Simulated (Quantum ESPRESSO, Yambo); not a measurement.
# LiH (Fm-3m): G0W0 in Yambo against the screening cutoff

Aim: move the screening cutoff of a G0W0 run on LiH (Fm-3m) over a wide range.

Program: Yambo 5.3.0. Level of theory: PBE and many-body steps on it, plane waves. Results are calculated unless marked as measured.

Most raw output is cut from this account.

The database entry behind the starting cell differs from later determinations by our own check (the deuteride, about 0.2 % short), so it need not match the best structure at ambient conditions.

## 1. Set-up

It takes space group Fm-3m (No. 225, cubic). The conventional cell has a = 4.074 Å, b = 4.074 Å, c = 4.074 Å, α = 90.00°, β = 90.00°, γ = 90.00°. Li has 6 H at 2.04 Å nearest. Nearest to H lie 6 Li at 2.04 Å. Farther neighbours are not listed.

Coordinates:

```
Li H
1.0
     0.00000    2.03675    2.03675
     2.03675    0.00000    2.03675
     2.03675    2.03675    0.00000
Li H
1 1
Direct
  0.00000 0.00000 0.00000
  0.50000 0.50000 0.50000
```

The cell and positions come from the Crystallography Open Database and are kept as given unless a step says otherwise.

## 2. 3.25 Ha

This step: Yambo 5.3.0; G0W0 on PBE, plane waves, norm-conserving pseudopotentials.

G0W0 replaces the xc potential by the self-energy, built once from these orbitals. Only a window of levels is corrected, while the sums run over the empty bands that the input names.

gw7.in reads:

```
HF_and_locXC
gw0
dyson
ppa
em1d
rim_cut
RandQpts= 1000000
RandGvec= 1 RL
EXXRLvcs= 66 Ry
VXCRLvcs= 264 Ry
Chimod= "HARTREE"
% BndsRnXp
 1 | 52 |
%
NGsBlkXp= 6.5 Ry
% LongDrXp
 1 | 1 | 1 |
%
% GbndRnge
 1 | 52 |
%
DysSolver= "n"
ExtendOut
PPAPntXp= 27.21138 eV
% QPkrange
 7 | 7 | 1 | 4 |
 1 | 1 | 1 | 4 |
%
```

Launch:

```console
$ OMP_NUM_THREADS=1 mpirun -n 8 yambo -F gw7.in -J gw7 -C gw7 > gw7.log
```

Wall time 3.7 s (8 MPI ranks of Arm Neoverse V1, shared host); peak memory 1.9 GiB; 21 s of CPU time.

Numbers from this step:

| Item | Value |
| --- | --- |
| G0W0 gap on the points computed | 4.724 eV |
| starting gap on the mesh | 3.022 eV |
| k of the valence top | 0, -0.5, -0.5 |
| k of the conduction bottom | 0, -0.5, -0.5 |
| least direct G0W0 gap on the computed points | 4.724 eV |
| Z at the valence top | 0.7783 |
| Z at the conduction bottom | 0.8133 |

The gap on the mesh goes from 3.02 eV to 4.72 eV, a correction of +1.70 eV.

## 3. 5.25 Ha

gw8.in, as its differences from gw7.in of step 2:

```diff
@@ -14,3 +14,3 @@
 %
-NGsBlkXp= 6.5 Ry
+NGsBlkXp= 10.5 Ry
 % LongDrXp
```

Launch:

```console
$ OMP_NUM_THREADS=1 mpirun -n 8 yambo -F gw8.in -J gw8 -C gw8 > gw8.log
```

The job ended after 3.9 s (8 MPI ranks; peak memory 1.9 GiB; 22 s of CPU time).

Numbers from this step:

| Quantity | Value |
| --- | --- |
| G0W0 gap on the points computed | 4.770 eV |
| starting gap on the mesh | 3.022 eV |
| k of the valence top | 0, -0.5, -0.5 |
| k of the conduction bottom | 0, -0.5, -0.5 |
| least direct G0W0 gap on the computed points | 4.770 eV |
| Z at the valence top | 0.7775 |
| Z at the conduction bottom | 0.8133 |

Against the run before, the gap moves by +0.047 eV.

## 4. 10.5 Ha

gw9.in, as its differences from gw8.in of step 3:

```diff
@@ -14,3 +14,3 @@
 %
-NGsBlkXp= 10.5 Ry
+NGsBlkXp= 21 Ry
 % LongDrXp
```

Launch:

```console
$ OMP_NUM_THREADS=1 mpirun -n 8 yambo -F gw9.in -J gw9 -C gw9 > gw9.log
```

Elapsed: 7.5 s, on 8 MPI ranks; peak memory 2.1 GiB.

Numbers from this step:

```
G0W0 gap on the points computed              : 4.828 eV
starting gap on the mesh                     : 3.022 eV
k of the valence top                         : 0, -0.5, -0.5
k of the conduction bottom                   : 0, -0.5, -0.5
least direct G0W0 gap on the computed points : 4.828 eV
```

Against the run before, the gap moves by +0.058 eV.

## 5. 13 Ha

gw10.in, as its differences from gw9.in of step 4:

```diff
@@ -14,3 +14,3 @@
 %
-NGsBlkXp= 21 Ry
+NGsBlkXp= 26 Ry
 % LongDrXp
```

Launch:

```console
$ OMP_NUM_THREADS=1 mpirun -n 8 yambo -F gw10.in -J gw10 -C gw10 > gw10.log
```

It took 13 s on 8 MPI ranks; peak memory 2.1 GiB; 97 s of CPU time.

Numbers from this step:

```
G0W0 gap on the points computed              : 4.832 eV
starting gap on the mesh                     : 3.022 eV
k of the valence top                         : 0, -0.5, -0.5
k of the conduction bottom                   : 0, -0.5, -0.5
least direct G0W0 gap on the computed points : 4.832 eV
```

Against the run before, the gap moves by +0.004 eV.

## 6. 16.25 Ha

gw11.in, as its differences from gw10.in of step 5:

```diff
@@ -14,3 +14,3 @@
 %
-NGsBlkXp= 26 Ry
+NGsBlkXp= 32.5 Ry
 % LongDrXp
```

Launch:

```console
$ OMP_NUM_THREADS=1 mpirun -n 8 yambo -F gw11.in -J gw11 -C gw11 > gw11.log
```

It took 22 s on 8 MPI ranks; peak memory 2.1 GiB; 2.8 min of CPU time.

Numbers from this step:

| Quantity | Value |
| --- | --- |
| G0W0 gap on the points computed | 4.834 eV |
| starting gap on the mesh | 3.022 eV |
| k of the valence top | 0, -0.5, -0.5 |
| k of the conduction bottom | 0, -0.5, -0.5 |
| least direct G0W0 gap on the computed points | 4.834 eV |

Against the run before, the gap moves by +0.001 eV.

## 7. Side by side

Times are wall times on 8 MPI ranks of Arm Neoverse V1, shared host, good to a factor of about two.

```
     run   mesh  bands  screening cutoff (eV)  DFT gap (eV)  gap on the mesh (eV)  direct (eV)   time
 3.25 Ha  4×4×4     52                   88.4         3.022                 4.724        4.724  3.7 s
 5.25 Ha  4×4×4     52                  142.9         3.022                 4.770        4.770  3.9 s
 10.5 Ha  4×4×4     52                  285.7         3.022                 4.828        4.828  7.5 s
   13 Ha  4×4×4     52                  353.7         3.022                 4.832        4.832   13 s
16.25 Ha  4×4×4     52                  442.2         3.022                 4.834        4.834   22 s
```

## 8. Summary of results

| Quantity | Value |
| --- | --- |
| 3.25 Ha | 4.724 eV |
| 5.25 Ha | 4.770 eV |
| 10.5 Ha | 4.828 eV |
| 13 Ha | 4.832 eV |
| 16.25 Ha | 4.834 eV |
| known limits | not at the basis limit; coarse k mesh |

The setting moved: screening cutoff. From 3.25 Ha to 16.25 Ha the gap moves by +0.11 eV, for 6.0 times the time. It holds to 0.03 eV from 10.5 Ha on. Bands and screening cutoff are coupled, so a series along one setting does not show full convergence. Bands and cutoff are finite, so the gap is not at the basis limit. The miss can reach some tenths of an eV and take either sign; the mesh is an error of its own. In the G0W0 runs levels were corrected at 2 k points alone, so a gap called «on the mesh» is the least over those, and an edge elsewhere would be missed. The 4×4×4 mesh is coarse for this cell, which bears on the long-range parts of exchange and screening.

[Paths, hosts, dates, memory and timing lines, banners, echoed tables and standing remarks are left out of the program output.]

[Logs are printed without paths, hosts, clocks, repeated set-up lines and the standing remarks that a program may print on its own settings, such as how far it seeks lower states.]

[Runs of the session that timed out or met a known fault of the program may be left out.]

[Hosts, paths, dates, database ids (printed as entryN), source tags and the programs' standing remarks are cut or masked in the printed files.]
